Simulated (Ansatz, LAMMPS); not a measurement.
**glassy 81SiO2-7Na2O-7CaO-4ZnO (mol %) (78 atoms): close-ups with forces and charges**

Density of this cell: 2.64 g/cm³. The cell holds 78 atoms: 22 Si, 4 Na, 2 Ca, 1 Zn and 49 O. Its edges and angles: a = 10.098 Å, b = 10.098 Å, c = 10.098 Å, α = 90.0°, β = 90.0°, γ = 90.0°. 78 atoms (22 Si, 4 Na, 2 Ca, 1 Zn, 49 O) placed at random at 2.4 g/cm³, melted at 4000 K for 10 ps at fixed volume with the Morse and Coulomb pair potential with partial charges (Pedone, Malavasi, Menziani, Cormack and Segre, J. Phys. Chem. B 110, 11780 (2006)). Quenched from 4000 K to 300 K at 300 K/ps and fixed volume, held 10 ps at zero pressure.

Method: Kohn-Sham DFT, PBE, PAW (set soft_2), plane waves (Ansatz 0.2.0; cutoff 420 eV, Γ point, fixed occupations), at the geometry as built.

The whole cell was solved; only parts of it are printed.

A closer look about Si11, which bears the longest force: 22 atoms, nearest first, numbered in the order of the input, with positions taken from that point.

```
atom      x      y      z  distance (Å)  Löwdin charge (e)     Fx     Fy  Fz (eV/Å)
Si11   0.00   0.00   0.00          0.00               1.78   3.81   1.15       3.59
 O59  -1.25  -0.93  -0.07          1.56              -0.76  -1.51  -1.13      -0.96
 O43   1.35  -0.41  -0.77          1.61              -0.80   0.91  -0.66      -1.51
 O51  -0.06   1.62  -0.04          1.62              -0.79  -0.92   0.86      -0.82
 O72   0.54  -0.32   1.66          1.77              -0.89  -0.88  -1.19      -1.19
Si10   1.06   2.66   0.61          2.93               1.78  -1.42  -0.80      -0.29
 Si4  -2.58  -1.41   0.71          3.03               1.74  -0.38  -1.01       0.91
 O71   1.69   1.86   1.77          3.07              -0.81   2.47  -0.81       1.57
 O30  -1.23   0.44  -2.87          3.15              -0.80   0.57  -0.18       0.59
Si15   1.14   0.74   2.85          3.16               1.67  -2.64   1.89      -1.22
Si22   2.97  -0.46  -1.21          3.24               1.78  -2.88  -0.59      -0.62
 O48  -0.85  -2.15  -2.82          3.65              -0.80   1.59  -1.14       1.20
 O32  -2.30  -1.66   2.31          3.66              -0.83   0.49  -1.03      -0.37
Ca27   1.49  -2.32   2.48          3.71               1.79   0.24   0.85      -0.29
 O55   3.83   0.20  -0.11          3.83              -0.79   1.40   1.22       0.90
 O56  -3.81  -0.45   0.48          3.87              -0.80  -0.40  -0.20      -0.62
 O76   2.18   3.19  -0.37          3.88              -0.80   1.72   0.95      -1.42
Si13  -1.81  -1.02  -3.33          3.93               1.73  -1.88   1.05      -1.27
 O68   0.00   1.46   3.67          3.95              -0.87  -1.06   0.45       0.66
 Si8  -1.57   2.01  -3.09          4.01               1.79  -2.25  -2.52       2.40
 O49  -0.21   2.76  -2.92          4.02              -0.79   3.20   1.81       0.15
 O35   2.13  -3.38   0.58          4.03              -1.02  -0.66   0.15       4.11
```

The surroundings of Zn29, the only Zn atom, nearest first, numbered as they follow in the input and with coordinates relative to it.

```
atom      x      y      z  distance (Å)  Löwdin charge (e)     Fx     Fy  Fz (eV/Å)
Zn29   0.00   0.00   0.00          0.00               1.53   0.41   1.17      -2.14
 O45   1.75  -0.55   0.38          1.88              -0.99  -1.21  -1.07       0.47
 O31   0.43   1.25  -1.46          1.97              -0.93  -0.57   0.11       1.99
 O63  -0.63  -1.98  -0.33          2.10              -1.00   0.05  -0.48      -0.05
 O69  -2.09   0.49  -0.13          2.15              -0.95   1.81  -1.61       1.14
 O42  -1.10  -0.66   1.88          2.28              -0.79   0.05   1.47       1.05
 O53  -0.09   1.87   1.40          2.33              -0.80   1.70  -0.30      -0.19
 Si5  -0.87  -2.12   1.28          2.62               1.67  -1.32  -2.15      -1.79
 Si7  -1.21   1.04   2.16          2.68               1.76  -1.02  -1.19      -0.38
 Si3   3.24  -0.18   0.08          3.24               1.74  -1.07  -2.53      -0.32
 Si6   0.86   1.33  -2.92          3.32               1.74   1.10  -0.42      -1.13
Na26   1.81  -2.57  -1.24          3.38               0.80  -0.29   0.52       1.00
Si19   0.51   3.26   0.74          3.39               1.68  -0.27   3.14      -1.02
Ca27  -2.75  -1.65  -1.25          3.44               1.79   0.24   0.85      -0.29
Si15  -3.10   1.41  -0.89          3.52               1.67  -2.64   1.89      -1.22
 O58   2.01   3.11   0.12          3.71              -0.84   1.91  -0.24      -0.28
 O77   3.47   1.24  -0.42          3.71              -0.79   1.04   4.27      -1.67
 O34   0.13  -3.08   2.11          3.73              -0.82  -2.05   2.22       0.94
 O36  -2.43   2.06   2.14          3.84              -0.77  -2.06   0.33      -0.28
 O56   2.05   0.22  -3.26          3.86              -0.80  -0.40  -0.20      -0.62
 O32   3.56  -0.99  -1.43          3.96              -0.83   0.49  -1.03      -0.37
 O61  -1.01   0.88   3.73          3.96              -0.79   0.72   0.24       1.51
 O55  -0.41   0.87  -3.85          3.97              -0.79   1.40   1.22       0.90
 O33  -2.38  -2.95   1.26          4.00              -0.81   0.05   0.31      -0.42
 O50  -0.40   3.99  -0.37          4.03              -0.98   0.32  -0.20      -0.05
 O71  -2.55   2.53  -1.97          4.09              -0.81   2.47  -0.81       1.57
 O72  -3.70   0.35  -2.08          4.26              -0.89  -0.88  -1.19      -1.19
 O40   4.13  -0.50   1.36          4.37              -0.81   1.33  -0.51       0.84
 O37   2.07  -3.93   0.51          4.47              -1.01   0.90   0.55      -2.62
 O47   2.59  -0.47   3.61          4.47              -1.00  -1.30  -0.91       0.51
 Si4   3.27  -0.73  -3.03          4.52               1.74  -0.38  -1.01       0.91
 Si1   3.70   2.75   0.14          4.61               1.71  -0.26  -1.82       0.13
 O35  -2.11  -2.70  -3.16          4.66              -1.02  -0.66   0.15       4.11
 O46   1.64   2.71  -3.44          4.67              -0.81   0.06   0.37       0.24
Si16   1.35  -4.10   1.88          4.71               1.61   0.67  -2.74       0.58
 O68  -4.24   2.13  -0.07          4.75              -0.87  -1.06   0.45       0.66
 O60   0.76   4.44   1.91          4.90              -0.82  -0.46  -0.64       0.89
Ca28   1.24  -2.09   4.25          4.90               1.79   1.22   0.16      -0.99
Na23  -1.20  -4.58  -1.66          5.01               0.80  -0.42  -0.20      -0.01
Si13   4.04  -0.35   3.03          5.07               1.73  -1.88   1.05      -1.27
 O64   2.68  -2.29  -3.65          5.08              -0.84   0.29  -0.32       0.16
 O70   3.91   2.77   1.77          5.11              -0.80  -0.93   1.54      -2.50
Si22  -1.27   0.22  -4.94          5.11               1.78  -2.88  -0.59      -0.62
Na24   1.77   4.55  -1.59          5.14               0.82  -0.11  -0.58       0.54
Si21  -3.02   3.48   2.57          5.28               1.82  -0.81  -1.01       0.99
 O62  -0.91  -1.40  -5.02          5.29              -0.85   0.64  -0.26      -1.01
Si22  -1.27   0.22   5.15          5.31               1.78  -2.88  -0.59      -0.62
 O62  -0.91  -1.40   5.08          5.34              -0.85   0.64  -0.26      -1.01
 O43  -2.89   0.26  -4.51          5.36              -0.80   0.91  -0.66      -1.51
```

A closer look about O35, whose charge lies farthest from its element's mean: 23 atoms, nearest first, numbered in the order of the input, with positions taken from that point.

```
atom      x      y      z  distance (Å)  Löwdin charge (e)     Fx     Fy  Fz (eV/Å)
 O35   0.00   0.00   0.00          0.00              -1.02  -0.66   0.15       4.11
Si17   0.30  -0.02  -1.49          1.52               1.72  -0.43  -1.06      -0.76
Ca27  -0.64   1.06   1.90          2.27               1.79   0.24   0.85      -0.29
Na23   0.91  -1.87   1.50          2.57               0.80  -0.42  -0.20      -0.01
 O67   1.25  -1.36  -1.78          2.57              -0.82   0.70   0.88      -0.72
 O62   1.20   1.31  -1.87          2.57              -0.85   0.64  -0.26      -1.01
 O74  -1.04  -0.23  -2.36          2.59              -0.80   0.26   0.09      -0.79
 O63   1.48   0.72   2.83          3.27              -1.00   0.05  -0.48      -0.05
 O43  -0.78   2.96  -1.35          3.35              -0.80   0.91  -0.66      -1.51
 O78  -1.76  -2.79   0.74          3.38              -0.80  -0.53   1.35       0.19
Si22   0.84   2.92  -1.79          3.53               1.78  -2.88  -0.59      -0.62
 O72  -1.59   3.06   1.08          3.61              -0.89  -0.88  -1.19      -1.19
 O76   0.05  -3.53  -0.95          3.66              -0.80   1.72   0.95      -1.42
 O38  -2.15  -1.23   2.80          3.74              -0.81   0.08   1.24       0.71
Si20   1.05  -2.92  -2.16          3.78               1.80  -1.49  -0.22       2.23
Si18  -2.51  -0.26  -3.00          3.92               1.80  -0.26   1.00      -0.17
Si12  -2.91  -2.17   1.70          4.01               1.78   0.90  -2.33      -0.84
 O75  -3.45  -0.91  -1.83          4.02              -0.78   0.30  -0.34      -0.78
 O55   1.70   3.57  -0.69          4.02              -0.79   1.40   1.22       0.90
Si11  -2.13   3.38  -0.58          4.03               1.78   3.81   1.15       3.59
Si10  -1.07  -4.06   0.04          4.20               1.78  -1.42  -0.80      -0.29
 O41  -3.90  -1.47   0.66          4.22              -0.81  -0.49   0.81       1.38
 O59  -3.38   2.45  -0.65          4.22              -0.76  -1.51  -1.13      -0.96
```

A closer look about O64, picked at random: 34 atoms, nearest first, numbered in the order of the input, with positions taken from that point.

```
atom      x      y      z  distance (Å)  Löwdin charge (e)     Fx     Fy  Fz (eV/Å)
 O64   0.00   0.00   0.00          0.00              -0.84   0.29  -0.32       0.16
 Si2   0.71  -1.54  -0.24          1.71               1.75   1.55   2.50      -0.68
 Si4   0.59   1.55   0.63          1.78               1.74  -0.38  -1.01       0.91
Na26  -0.88  -0.28   2.41          2.58               0.80  -0.29   0.52       1.00
 O56  -0.63   2.51   0.39          2.62              -0.80  -0.40  -0.20      -0.62
 O41   1.40  -1.89   1.15          2.62              -0.81  -0.49   0.81       1.38
Ca28  -1.44   0.19  -2.20          2.63               1.79   1.22   0.16      -0.99
 O75   1.85  -1.33  -1.34          2.64              -0.78   0.30  -0.34      -0.78
 O32   0.88   1.30   2.22          2.72              -0.83   0.49  -1.03      -0.37
 O65  -0.31  -2.70  -0.52          2.77              -0.80  -1.26  -0.11       0.47
 O59   1.92   2.03  -0.15          2.80              -0.76  -1.51  -1.13      -0.96
 O47  -0.10   1.82  -2.83          3.37              -1.00  -1.30  -0.91       0.51
 O73  -0.35  -1.59  -3.30          3.68              -1.00  -0.53   0.63       0.74
 O48   2.33   0.81  -2.90          3.81              -0.80   1.59  -1.14       1.20
Si18   2.79  -0.68  -2.51          3.81               1.80  -0.26   1.00      -0.17
 O62  -3.59   0.89  -1.37          3.95              -0.85   0.64  -0.26      -1.01
Na24  -0.91  -3.26   2.06          3.96               0.82  -0.11  -0.58       0.54
 Si6  -1.83   3.61   0.74          4.12               1.74   1.10  -0.42      -1.13
Si13   1.36   1.94  -3.42          4.16               1.73  -1.88   1.05      -1.27
Si12   2.40  -2.59   2.20          4.16               1.78   0.90  -2.33      -0.84
 O67  -3.54  -1.77  -1.29          4.17              -0.82   0.70   0.88      -0.72
 Si3   0.55   2.11   3.73          4.32               1.74  -1.07  -2.53      -0.32
Si11   3.18   2.96  -0.08          4.34               1.78   3.81   1.15       3.59
Si14  -0.83  -4.14  -1.10          4.36               1.80   2.18  -1.56      -0.62
 O55  -3.10   3.16  -0.20          4.43              -0.79   1.40   1.22       0.90
 O45  -0.93   1.74   4.03          4.49              -0.99  -1.21  -1.07       0.47
 O37  -0.61  -1.64   4.16          4.51              -1.01   0.90   0.55      -2.62
Si17  -4.49  -0.44  -1.00          4.62               1.72  -0.43  -1.06      -0.76
 O74   4.26  -0.64  -1.86          4.70              -0.80   0.26   0.09      -0.79
 O63  -3.31   0.31   3.32          4.70              -1.00   0.05  -0.48      -0.05
 O31  -2.26   3.54   2.19          4.73              -0.93  -0.57   0.11       1.99
 O72   3.71   2.64   1.57          4.82              -0.89  -0.88  -1.19      -1.19
 O35  -4.79  -0.42   0.50          4.84              -1.02  -0.66   0.15       4.11
 O38   3.15  -1.65   3.29          4.85              -0.81   0.08   1.24       0.71
```

Length of the force by element and coordination:

```
element  coordination  atoms  mean length of the force (eV/Å)  spread  least  most
     Ca           all      2                             1.25   0.327  0.927  1.58
     Na           all      4                            0.696   0.313  0.365  1.16
      O           all     49                             1.74   0.979  0.261  4.70
     Si           all     22                             2.63    1.04   1.05  5.36
     Zn           all      1                             2.47       0   2.47  2.47
```

Löwdin charges by element and coordination (they lack the spilled electrons, 0.072 e an atom on average):

```
element  coordination  atoms  mean charge (e)  spread  least    most
     Ca           all      2             1.79   0.002   1.79    1.79
     Na           all      4            0.809  0.0097  0.798   0.822
      O           all     49           -0.839  0.0747  -1.02  -0.761
     Si           all     22             1.74  0.0503   1.61    1.82
     Zn           all      1             1.53       0   1.53    1.53
```

The quench rate of 300 K/ps is many orders above laboratory rates, so the cell is likely richer in defects and strain than a real sample. The force components of 1.3 eV/Å r.m.s. hold both thermal displacement and the mismatch between the potential that made the cell and DFT. The network of bonds at the start is that of the classical potential that made the cell, and needn't be the one that DFT or experiment would give. Only the Γ point is sampled, in a cell whose shortest periodic width is 10 Å. The Löwdin charges lack the electrons that the projection spills, 0.072 e an atom on average.

[Long decimals in the printed logs are rounded to 6 places.]

[Logs are printed without paths, hosts, clocks, repeated set-up lines and the standing remarks that a program may print on its own settings, such as how far it seeks lower states.]

[Hosts, paths, dates, database ids (printed as entryN), source tags and the programs' standing remarks are cut or masked in the printed files.]
